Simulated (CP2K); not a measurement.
Two runs for the S L₂,₃ edge of dimethyl disulfide. Run A: CP2K XAS_TDP, all-electron GAPW, PBEh(45%), aug-cc-pVDZ, TDA, ZORA, spin–orbit coupling. Run B differs in one setting.

First lines with a strength over 0.0003. A:

```tsv
atom	energy (eV)	states	strength, one atom
S2 (bonded to C and S), 2 alike	162.83	1	0.0003
	162.98	1	0.0021
	163.01	1	0.0023
	164.06	1	0.0014
	164.09	1	0.0022
```

B:

```tsv
atom	energy (eV)	states	strength, one atom
S2 (bonded to C and S), 2 alike	159.14	1	0.0007
	159.22	1	0.0018
	159.28	1	0.0021
	160.32	1	0.0011
	160.35	1	0.0018
```

Which was it: GW2X switched on, the basis, the functional?

The functional (functional from PBEh(45%) to PBE0; the lines alone don't name the new value). A functional moves all lines by electronvolts and changes their spacings and strengths. The lowest line over the strength cut lies at 159.14 eV, against 162.83 eV (PBEh(45%), aug-cc-pVDZ).

[Banner, clock and machine lines of the logs are left out without a mark of their own.]

[Logs are printed without paths, hosts, clocks, repeated set-up lines and the standing remarks that a program may print on its own settings, such as how far it seeks lower states.]

[Hosts, paths, dates, database ids (printed as entryN), source tags and the programs' standing remarks are cut or masked in the printed files.]
